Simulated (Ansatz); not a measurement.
# How fast states decay through BaInF3, part 2 of 4

Wanted: the relaxed cell of BaInF3, its band edges and its decay constants. It is built by putting F for I, Ba for Ca in the CaInI3 structure of space group Cmcm, with the volume rescaled by atomic radii. The parent structure comes from the Materials Project.

Ansatz 0.2.0; r2SCAN DFT, plane waves, PAW files (the session's first sound run).

So far. Step 2 (Relaxing the new crystal): The largest force component on a free atom ends at 0.0033 eV/Å.

The structure was built from a prototype and need not be the compound's stable phase.

## 3. Band edges

The energy window and the wavevectors of the next steps follow from the band edges, so these are searched first, off the mesh as well.

Input file input.yaml:

```yaml
crystal:
  lattice:
    - [2.1599282068, -5.6306368919, 0.0]
    - [2.1599282068, 5.6306368919, 0.0]
    - [0.0, 0.0, 9.2909971013]
  atoms:
    - { symbol: Ba, position: [0.0, 0.0, 0.0] }
    - { symbol: Ba, position: [0.0, 0.0, 0.5] }
    - { symbol: In, position: [0.2667298042, 0.7332701958, 0.25] }
    - { symbol: In, position: [0.7332701958, 0.2667298042, 0.75] }
    - { symbol: F, position: [0.6192018825, 0.3807981175, -0.057447995] }
    - { symbol: F, position: [0.3807981175, 0.6192018825, 1.057447995] }
    - { symbol: F, position: [0.3807981175, 0.6192018825, 0.442552005] }
    - { symbol: F, position: [0.6192018825, 0.3807981175, 0.557447995] }
    - { symbol: F, position: [0.8762914386, 0.1237085614, 0.25] }
    - { symbol: F, position: [0.1237085614, 0.8762914386, 0.75] }
kpoints:
  mp_grid: { grid: [6, 6, 4] }
  band_path: { path: [VBM, CBM], npoints: 30 }
scf:
  occupations: { method: fixed }
hamiltonian:
  xc: r2scan
output:
  eigenvalues: true
  write_potential: true
  write_density: true
  volumetric_format: npy
  elf: true
```

Run with:

```console
> ansatz run input.yaml --threads 2 --pin off --max-ram 4096MiB --backend cpu --events-out ev --progress --plain --runs-dir out
```

Numbers of over 12 decimals in the logs are rounded to 6 here.

The program printed:

```text
[...]
Crystal: 10 atoms, lattice volume = 225.990 Å³
Basis set: ecut = 500 eV, 5707 PW (Γ), exchange–correlation on 180×180×288 points (64 copies of the dense FFT grid, shifted against one another)
Bands: 54, of which v1, the nominal top of the filled ones, is band 44 counted from 1 (43 counted from 0)
Symmetry: 8 space group operations
[...]
k-points: 39 of 144
[...]
SCF iter   1: F=—  HF=-28024.830939 eV  |F-HF|=—  |Δ(HF+E_count)|=         —  Δρ=8.92e-3  dr2=1.88e-1  dr2_τ=1.86e-1  ethr=1.77e-3  ⟨swp⟩=4.9  Hψ=8155  notcnv=0  defer=275
[...]
SCF iter   8: F=-28025.021037 eV  HF=-28025.021037 eV  |F-HF|=1.32e-8  |Δ(HF+E_count)|=   2.24e-7  Δρ=3.21e-6  dr2=3.74e-8  dr2_τ=2.52e-9  ethr=1.14e-10  ⟨swp⟩=12.8  Hψ=10330  notcnv=0
SCF 1 converged in 8 iterations: F = -28025.021037 eV  dr2 = 3.74e-8
[...]
NSCF: frozen V_eff on 52 k-points
[...]
SCF converged after 8 iterations
Free energy (F): -28025.021037 eV
[...]
Internal energy: -28025.021037 eV  (E = F + TS)
E sigma→0 (E₀):  -28025.021037 eV
Fermi energy:    4.472569 eV
[...]
--- Band table (eV; the first three rows and the last of 39) ---
  k-point 0: bands = [... 40 lower, 1.2962, 1.3906, 3.0972, 4.0838, 7.8736, 8.9500, 10.0691, 10.0899, ... 6 higher]
  k-point 1: bands = [... 40 lower, 1.2121, 1.3686, 3.2342, 3.9222, 8.1625, 9.0656, 9.8839, 9.9097, ... 6 higher]
  k-point 2: bands = [... 40 lower, 1.3031, 1.3031, 3.5667, 3.5667, 8.8909, 8.8909, 9.4725, 9.4725, ... 6 higher]
  k-point 38: bands = [... 40 lower, 1.2667, 1.2667, 3.8986, 3.8986, 8.1912, 8.1912, 9.4223, 9.4223, ... 6 higher]
```

It took 35 s on 2 threads of AMD EPYC 9R45, shared host; peak memory 1.4 GiB.

This step gave:

| Item | Value |
| --- | --- |
| free energy | -28025.0210 eV |
| Fermi energy | 4.473 eV |
| gap on the k-mesh | 3.259 eV |
| gap on path | 3.245 eV, by band count; negative where bands overlap |
| direct gap on path | 3.467 eV |
| edge places on path | 0, 0.7575 1/A along the path |

Electronic bands along the path, in eV, zero at the Fermi level (highest filled level under fixed occupations); v1 is the highest filled band, c1 the lowest empty one:

| point | v4 | v3 | v2 | v1 | c1 | c2 | c3 | c4 |
| --- | --- | --- | --- | --- | --- | --- | --- | --- |
| VBM | -3.25 | -3.25 | -0.47 | 0.01 | 3.48 | 3.72 | 4.31 | 5.00 |
| halfway | -3.28 | -3.26 | -0.54 | -0.29 | 3.87 | 4.52 | 4.72 | 4.74 |
| CBM | -3.18 | -3.12 | -0.66 | -0.51 | 3.26 | 4.66 | 4.79 | 4.97 |

Electrostatic potential energy in the ab plane of the cell as run, not the conventional one, at fractional z = 0.250, with atoms of In and F within 0.2 Å of it. With pseudopotentials it is smooth inside the atoms' cores, unlike the true potential.

Ten even steps from '0' (-37 eV) to '9' (10 eV), each cell a mean:
```
99999865579987999
99997312479999999
99962001589999999
99620003799999999
97300016899999999
85100158999999999
73102689999999999
64346899999999998
76689999999999998
88899999999999999
99999999999999999
89999999999999999
49999999999999963
59999999999999500
89999999999995002
99999999999971017
99999998889952379
```
Columns run along a (6.0 Å; values clipped at the 3rd and 97th percentile), rows up along b (6.0 Å). Atoms in or near the plane, at fractional coordinates: In at (0.27, 0.73), F at (0.88, 0.12).

Valence density in the ab plane of the cell as run, not the conventional one, at fractional z = 0.250, with atoms of In and F within 0.2 Å of it. It is the smooth field of the valence electrons, not physical close to the nuclei.

Ten steps, logarithmic in the rise over the least value, from '0' (0 e/Å³) to '9' (11 e/Å³), each cell a mean:
```
00012244322355310
00123566422232100
01246886421110000
12469985210000000
13689963100000000
24799731000000001
35776310000000001
34543100000000012
23321000000000011
22110000000000011
22210000000000012
43200000000000124
64100000000001367
63100000000013799
41000000000136998
20000011111258985
00001122221367752
```
Columns run along a (6.0 Å), rows up along b (6.0 Å). Atoms in or near the plane, at fractional coordinates: In at (0.27, 0.73), F at (0.88, 0.12).

ELF in the ab plane of the cell as run, not the conventional one, at fractional z = 0.250, with atoms of In and F within 0.2 Å of it. It is the smooth field of the valence electrons, not physical close to the nuclei.

Ten even steps from '0' (0.00) to '9' (0.85), each cell a mean:
```
01798533311689741
17974322211566310
79742002201332001
97420002100000016
84300022000000169
53100221000000599
43112210000003897
33221000000015874
22110000000014653
11100000000002321
34310000000000001
87520000000000147
98510002321002689
97300147741016888
84001599741158768
51016997531289788
10169964311599985
```
Columns run along a (6.0 Å), rows up along b (6.0 Å). Atoms in or near the plane, at fractional coordinates: In at (0.27, 0.73), F at (0.88, 0.12).

The searched edges give 3.24 eV, against 3.26 eV on the mesh.

## 4. Decaying states in the gap, plane (001), k-mesh 6×6×4

This step: r2SCAN DFT, plane waves, PAW files; complex bands by layer matching along the plane's normal (Ansatz 0.2.0).

The same crystal is laid in a cell whose first two vectors span the (001) plane (indices of the standard conventional cell, whose axes can be ordered otherwise than in the bulk input). At fixed energy and wavevector in the plane the solver finds all kz, real and complex. A few wavevectors are listed, (0, 0), (-0.5, 0) and (0.2396, 0.4792) in units of the plane's reciprocal vectors; the slowest state needn't be among them.

Input file input.yaml:

```yaml
crystal:
  lattice:
    - [6.03070159, 0.0, 0.0]
    - [1.547179806, 4.033285767, 0.0]
    - [0.0, 0.0, 9.290997101]
  atoms:
    - { symbol: Ba, position: [0.0, 0.0, 0.0] }
    - { symbol: Ba, position: [0.0, 0.0, 0.5] }
    - { symbol: In, position: [0.5334596084, 0.7332701958, 0.25] }
    - { symbol: In, position: [0.4665403916, 0.2667298042, 0.75] }
    - { symbol: F, position: [0.238403765, 0.3807981175, 0.942552005] }
    - { symbol: F, position: [0.761596235, 0.6192018825, 0.057447995] }
    - { symbol: F, position: [0.761596235, 0.6192018825, 0.442552005] }
    - { symbol: F, position: [0.238403765, 0.3807981175, 0.557447995] }
    - { symbol: F, position: [0.7525828772, 0.1237085614, 0.25] }
    - { symbol: F, position: [0.2474171228, 0.8762914386, 0.75] }
kpoints:
  mp_grid: { grid: [6, 6, 4] }
scf:
  occupations: { method: fixed }
hamiltonian:
  xc: r2scan
output:
  eigenvalues: true
  transmission:
    leads: [[0, 0]]
    kpoints: [[0.0, 0.0], [-0.5, 0.0], [0.2396, 0.4792]]
    e_range: [-1.0, 4.24]
    de: 0.13
```

The program printed:

```text
[...]
Crystal: 10 atoms, lattice volume = 225.990 Å³
Basis set: ecut = 500 eV, 5707 PW (Γ), exchange–correlation on 180×128×288 points (64 copies of the dense FFT grid, shifted against one another)
Bands: 54, of which v1, the nominal top of the filled ones, is band 44 counted from 1 (43 counted from 0)
Symmetry: 8 space group operations
[...]
k-points: 39 of 144
[...]
SCF iter   1: F=—  HF=-28024.830919 eV  |F-HF|=—  |Δ(HF+E_count)|=         —  Δρ=8.92e-3  dr2=1.88e-1  dr2_τ=1.86e-1  ethr=1.77e-3  ⟨swp⟩=5.0  Hψ=8136  notcnv=0  defer=275
[...]
SCF iter   8: F=-28025.021037 eV  HF=-28025.021037 eV  |F-HF|=1.31e-8  |Δ(HF+E_count)|=   2.25e-7  Δρ=3.20e-6  dr2=3.74e-8  dr2_τ=2.54e-9  ethr=1.14e-10  ⟨swp⟩=12.9  Hψ=10440  notcnv=0
SCF 1 converged in 8 iterations: F = -28025.021037 eV  dr2 = 3.74e-8
[...]
transmission: 13 of 39 steps passed
transmission: 26 of 39 steps passed
transmission: 39 of 39 steps passed
SCF converged after 8 iterations
Free energy (F): -28025.021037 eV
[...]
Internal energy: -28025.021037 eV  (E = F + TS)
E sigma→0 (E₀):  -28025.021037 eV
Fermi energy:    4.472569 eV
[...]
--- Band table (eV; the first three rows and the last of 39) ---
  k-point 0: bands = [... 40 lower, 1.2962, 1.3906, 3.0972, 4.0838, 7.8736, 8.9500, 10.0691, 10.0899, ... 6 higher]
  k-point 1: bands = [... 40 lower, 1.2121, 1.3686, 3.2342, 3.9222, 8.1625, 9.0656, 9.8839, 9.9097, ... 6 higher]
  k-point 2: bands = [... 40 lower, 1.3031, 1.3031, 3.5667, 3.5667, 8.8909, 8.8909, 9.4725, 9.4725, ... 6 higher]
  k-point 38: bands = [... 40 lower, 1.2667, 1.2667, 3.8986, 3.8986, 8.1912, 8.1912, 9.4223, 9.4223, ... 6 higher]
--- Transmission ---
  basis      : 247 plane waves across, 13 finite elements along
  points     : 3, as listed
  energies   : 41 from -1.000000 to 4.200000 eV about the Fermi level, 0.130000 eV apart; the leads are filled to 1.629273 eV, and channels, transmission and decay are at 1.600000 eV
  crystal 0  : In2F6Ba2, at the sites [0, 0], period 9.2910 Å: whole cells are its period
    offset         : up to 0.0000 Å between an atom of the period and one for which it stands
    channels       : 0.000000e0 a spin
    conductance    : none, the energies end too early or step too widely for 300 K: set another output.transmission.e_range or a lower de, or, where they end at an eighth of basis.ecutwfc, a higher one
    slowest decay  : 0.3294 /Å at (0.0000, 0.0000)
```

It took 39 s on 2 threads; peak memory 1.5 GiB.

This step gave:

```yaml
level_to_which_the_leads_are_filled: 1.629 eV from the Fermi level
decay_constant_at_the_filling_level_zone_centre: 0.3294 Å⁻¹
decay_constant_at_the_filling_level_slowest_listed_point: 0.3294 Å⁻¹
```

K parallel (0, 0); values up to 1.5 1/Å, a degenerate pair printed once or twice; energies at which all values exceed this have no row. The Im kz of the slowest decaying states by energy, zero at the highest filled level on the SCF mesh:

| energy (eV) | decay 1 (Å⁻¹) | decay 2 (Å⁻¹) | decay 3 (Å⁻¹) | decay 4 (Å⁻¹) |
| --- | --- | --- | --- | --- |
| -1.00 | 0.639 | 0.964 | 1.03 | 1.15 |
| -0.61 | 0.652 | 0.909 | 1.02 | 1.11 |
| -0.22 | 0.158 | 0.661 | 0.891 | 1.02 |
| 0.04 | 0.236 | 0.665 | 0.886 | 1.02 |
| 0.17 | 0.261 | 0.666 | 0.884 | 1.01 |
| 0.43 | 0.296 | 0.667 | 0.880 | 1.00 |
| 0.82 | 0.325 | 0.666 | 0.876 | 0.982 |
| 1.21 | 0.334 | 0.661 | 0.869 | 0.947 |
| 1.60 | 0.329 | 0.650 | 0.860 | 0.912 |
| 1.99 | 0.311 | 0.633 | 0.849 | 0.874 |
| 2.38 | 0.279 | 0.608 | 0.834 | 0.835 |
| 2.77 | 0.229 | 0.570 | 0.793 | 0.818 |
| 3.03 | 0.181 | 0.536 | 0.767 | 0.799 |
| 3.42 | 0.470 | 0.728 | 0.738 | 0.784 |
| 3.81 | 0.380 | 0.673 | 0.690 | 0.759 |
| 4.20 | 0.250 | 0.600 | 0.641 | 0.695 |

K parallel (-0.5, 0); values up to 1.5 1/Å, a degenerate pair printed once or twice; energies at which all values exceed this have no row. Im kz of the slowest decaying states against energy, zero at the highest filled level on the SCF mesh:

| energy (eV) | decay 1 (Å⁻¹) | decay 2 (Å⁻¹) | decay 3 (Å⁻¹) | decay 4 (Å⁻¹) |
| --- | --- | --- | --- | --- |
| -1.00 | 0.423 | 0.635 | 0.770 | 0.932 |
| -0.61 | 0.657 | 0.665 | 0.903 | 1.00 |
| -0.22 | 0.553 | 0.675 | 0.880 | 0.985 |
| 0.04 | 0.597 | 0.685 | 0.866 | 0.973 |
| 0.17 | 0.608 | 0.690 | 0.860 | 0.967 |
| 0.43 | 0.619 | 0.698 | 0.847 | 0.957 |
| 0.82 | 0.614 | 0.706 | 0.831 | 0.942 |
| 1.21 | 0.593 | 0.708 | 0.817 | 0.929 |
| 1.60 | 0.562 | 0.700 | 0.806 | 0.915 |
| 1.99 | 0.523 | 0.684 | 0.796 | 0.900 |
| 2.38 | 0.475 | 0.661 | 0.783 | 0.883 |
| 2.77 | 0.412 | 0.634 | 0.768 | 0.865 |
| 3.03 | 0.263 | 0.440 | 0.615 | 0.756 |
| 3.42 | 0.442 | 0.587 | 0.735 | 0.808 |
| 3.81 | 0.401 | 0.560 | 0.710 | 0.745 |
| 4.20 | 0.320 | 0.532 | 0.676 | 0.680 |

K parallel (0.2396, 0.4792); values up to 1.5 1/Å, a degenerate pair printed once or twice; energies at which all values exceed this have no row. The Im kz of the slowest decaying states by energy, zero at the highest filled level on the SCF mesh:

| energy (eV) | decay 1 (Å⁻¹) | decay 2 (Å⁻¹) | decay 3 (Å⁻¹) | decay 4 (Å⁻¹) |
| --- | --- | --- | --- | --- |
| -1.00 | 0.421 | 0.678 | 0.880 | 0.884 |
| -0.61 | 0.235 | 0.686 | 0.848 | 0.867 |
| -0.22 | 0.690 | 0.814 | 0.852 | 1.06 |
| 0.04 | 0.0962 | 0.691 | 0.789 | 0.842 |
| 0.17 | 0.224 | 0.691 | 0.776 | 0.837 |
| 0.43 | 0.338 | 0.689 | 0.747 | 0.827 |
| 0.82 | 0.432 | 0.682 | 0.696 | 0.812 |
| 1.21 | 0.504 | 0.621 | 0.670 | 0.797 |
| 1.60 | 0.547 | 0.651 | 0.783 | 0.901 |
| 1.99 | 0.518 | 0.625 | 0.769 | 0.875 |
| 2.38 | 0.475 | 0.590 | 0.756 | 0.850 |
| 2.77 | 0.413 | 0.546 | 0.744 | 0.829 |
| 3.03 | 0.353 | 0.510 | 0.735 | 0.816 |
| 3.42 | 0.163 | 0.441 | 0.722 | 0.800 |
| 3.81 | 0.195 | 0.232 | 0.301 | 0.708 |
| 4.20 | 0.108 | 0.298 | 0.692 | 0.730 |

At the listed wavevectors the last open channel is at -0.09 eV and the next at +3.29 eV on the grid. At +1.60 eV, the grid energy nearest the filling level (the middle of the gap on the SCF mesh), the slowest state at the listed wavevectors decays with κ = 0.329 Å⁻¹, its amplitude falling by e over 3.0 Å. Through 1 nm of this crystal that state's transmission falls by exp(−2 × 0.329 Å⁻¹ × 10 Å) = 0.0014.

## 5. Decay over the two-dimensional zone

The listed points could miss the slowest state, so one energy near mid-gap is solved on a mesh of 8×12.

Changes to input.yaml since step 4:

```diff
@@ -24,6 +24,2 @@
   eigenvalues: true
-  transmission:
-    leads: [[0, 0]]
-    kpoints: [[0.0, 0.0], [-0.5, 0.0], [0.2396, 0.4792]]
-    e_range: [-1.0, 4.24]
-    de: 0.13
+  transmission: { leads: [[0, 0]], kmesh: [8, 12], e_range: [1.62, 1.63], de: 0.05 }
```

The program printed:

```text
[...]
Crystal: 10 atoms, lattice volume = 225.990 Å³
Basis set: ecut = 500 eV, 5707 PW (Γ), exchange–correlation on 180×128×288 points (64 copies of the dense FFT grid, shifted against one another)
Bands: 54, of which v1, the nominal top of the filled ones, is band 44 counted from 1 (43 counted from 0)
Symmetry: 8 space group operations
[...]
k-points: 39 of 144
[...]
SCF iter   1: F=—  HF=-28024.830919 eV  |F-HF|=—  |Δ(HF+E_count)|=         —  Δρ=8.92e-3  dr2=1.88e-1  dr2_τ=1.86e-1  ethr=1.77e-3  ⟨swp⟩=5.0  Hψ=8136  notcnv=0  defer=275
[...]
SCF iter   8: F=-28025.021037 eV  HF=-28025.021037 eV  |F-HF|=1.31e-8  |Δ(HF+E_count)|=   2.25e-7  Δρ=3.20e-6  dr2=3.74e-8  dr2_τ=2.54e-9  ethr=1.14e-10  ⟨swp⟩=12.9  Hψ=10440  notcnv=0
SCF 1 converged in 8 iterations: F = -28025.021037 eV  dr2 = 3.74e-8
[...]
transmission: 104 of 650 steps passed
transmission: 156 of 650 steps passed
[...]
transmission: 650 of 650 steps passed
SCF converged after 8 iterations
Free energy (F): -28025.021037 eV
[...]
Internal energy: -28025.021037 eV  (E = F + TS)
E sigma→0 (E₀):  -28025.021037 eV
Fermi energy:    4.472569 eV
[...]
--- Band table (eV; the first three rows and the last of 39) ---
  k-point 0: bands = [... 40 lower, 1.2962, 1.3906, 3.0972, 4.0838, 7.8736, 8.9500, 10.0691, 10.0899, ... 6 higher]
  k-point 1: bands = [... 40 lower, 1.2121, 1.3686, 3.2342, 3.9222, 8.1625, 9.0656, 9.8839, 9.9097, ... 6 higher]
  k-point 2: bands = [... 40 lower, 1.3031, 1.3031, 3.5667, 3.5667, 8.8909, 8.8909, 9.4725, 9.4725, ... 6 higher]
  k-point 38: bands = [... 40 lower, 1.2667, 1.2667, 3.8986, 3.8986, 8.1912, 8.1912, 9.4223, 9.4223, ... 6 higher]
--- Transmission ---
  basis      : 247 plane waves across, 13 finite elements along
  points     : 50, standing for a mesh of 8 x 12
  energies   : 1 from 1.620000 to 1.620000 eV about the Fermi level; the leads are filled to 1.629273 eV, and channels, transmission and decay are at 1.620000 eV
  crystal 0  : In2F6Ba2, at the sites [0, 0], period 9.2910 Å: whole cells are its period
[...]
channels       : 0.000000e0 a spin
    conductance    : none, crystal 0 has no channel at the energies, or these end too early or step too widely for 300 K: set another output.transmission.e_range or a lower de, or, where they end at an eighth of basis.ecutwfc, a higher one
    slowest decay  : 0.3288 /Å at (0.0000, 0.0000)
```

Run time: 67 s. Hardware: 2 threads; peak memory 1.7 GiB; 2.2 min of CPU time.

Numbers from this step:

| Quantity | Value |
| --- | --- |
| least decay constant on the mesh | 0.3288 Å⁻¹ |

Slowest decay constant (1/Å; 0 where a channel is open) over k1 and k2. At 1.6200 eV from the Fermi level.

Values, 12 rows by 8 columns:
```
0.587 0.582 0.580 0.587 0.578 0.491 0.475 0.566
0.613 0.621 0.619 0.609 0.478 0.409 0.421 0.545
0.616 0.615 0.616 0.602 0.408 0.370 0.408 0.602
0.588 0.591 0.587 0.491 0.364 0.351 0.425 0.587
0.568 0.563 0.557 0.416 0.338 0.351 0.496 0.557
0.560 0.548 0.546 0.372 0.329 0.372 0.546 0.548
0.568 0.557 0.496 0.351 0.338 0.416 0.557 0.563
0.588 0.587 0.425 0.351 0.364 0.491 0.587 0.591
0.616 0.602 0.408 0.370 0.408 0.602 0.616 0.615
0.613 0.545 0.421 0.409 0.478 0.609 0.619 0.621
0.587 0.566 0.475 0.491 0.578 0.587 0.580 0.582
0.577 0.563 0.550 0.563 0.577 0.563 0.550 0.563
```
Columns: k1 (b1) from -0.5 to 0.375; rows upwards: k2 (b2) from -0.5 to 0.417.

The least value on the mesh is 0.329 Å⁻¹ at +1.62 eV. At that energy the listed points give about 0.329 Å⁻¹ by interpolation, so the mesh holds no clearly slower state.

(Part 2 of 4 ends here.)

[Logs are printed without paths, hosts, clocks, repeated set-up lines and the standing remarks that a program may print on its own settings, such as how far it seeks lower states.]

[Hosts, paths, dates, database ids (printed as entryN), source tags and the programs' standing remarks are cut or masked in the printed files.]
